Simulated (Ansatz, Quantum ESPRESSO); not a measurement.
**HfN (rock salt): bulk modulus from a few volumes**

How stiff is rock salt HfN under hydrostatic load? Each row scales the relaxed cell evenly and relaxes the atoms. The phase is followed to these pressures whether or not it stays the stable one.

Calculated with Ansatz 0.2.0, PBEsol, PAW files of the set soft_1, cutoff 600 eV, Fermi–Dirac smearing 0.05 eV, k-mesh 17×17×17, no spin polarisation, no spin-orbit coupling.

Reference cell, relaxed at zero pressure with PBEsol (Fm-3m): a = 3.1830 Å, b = 3.1830 Å, c = 3.1830 Å, α = 60.00°, β = 60.00°, γ = 60.00°.

```
atom       x       y       z
  Hf  0.0000  0.0000  0.0000
   N  0.5000  0.5000  0.5000
```

```csv
V (Å³/atom),V/V0,P (GPa),E − E0 (meV/atom)
10.7179,0.9400,20.058,40.6
10.9460,0.9600,12.654,17.4
11.1740,0.9800,5.993,4.2
11.6301,1.0200,−5.395,3.9
12.0862,1.0600,−14.617,32.9
```

V0 = 11.4021 Å³ an atom, where the residual pressure P0 is −0.001 GPa. **Question.** Fit the Birch–Murnaghan law and give the pressure and the energy at V = 11.8581 Å³ an atom, a row left out above.

With the Eulerian strain f = ½[(V0/V)^(2/3) − 1] and F = (P − P0)/[3f(1 + 2f)^(5/2)], the third-order law is the line F = B0 + (3/2) B0 (B′ − 4) f.

| f | F (GPa) |
| --- | --- |
| 0.02106 | 286.39 |
| 0.01379 | 285.68 |
| 0.00678 | 284.87 |
| −0.00656 | 283.44 |
| −0.01905 | 281.83 |

A straight line through the 5 rows: the means are 0.003204 for f and 284.44 for F, Σ(Δx)² = 0.001034 and ΣΔxΔy = 0.1173, so the slope is 0.1173/0.001034 = 113.44 and the intercept 284.44 − (113.44)(0.003204) = 284.08.

Hence B0 = 284.1 GPa and B′ = 4 + (113.4)/(1.5 × 284.1) = 4.27. For the withheld volume f = −0.01290, F = 282.61 GPa and P = −10.25 GPa. The run itself gives −10.25 GPa, so the estimate misses by 0.00 GPa, a rounding's worth.

Integrating the same law gives E − E0 = (9/2) B0 V0 f²[1 + (B′ − 4) f] + P0(V0 − V), with 1 GPa Å³ = 6.2415 meV: 15.1 meV an atom. The run itself gives 15.1 meV, so the estimate misses by 0.0 meV, a rounding's worth.

The same fit over all rows at other levels or in other programs gives B0 = 290 GPa with PBEsol (Quantum ESPRESSO, GBRV).

[Logs are printed without paths, hosts, clocks, repeated set-up lines and the standing remarks that a program may print on its own settings, such as how far it seeks lower states.]
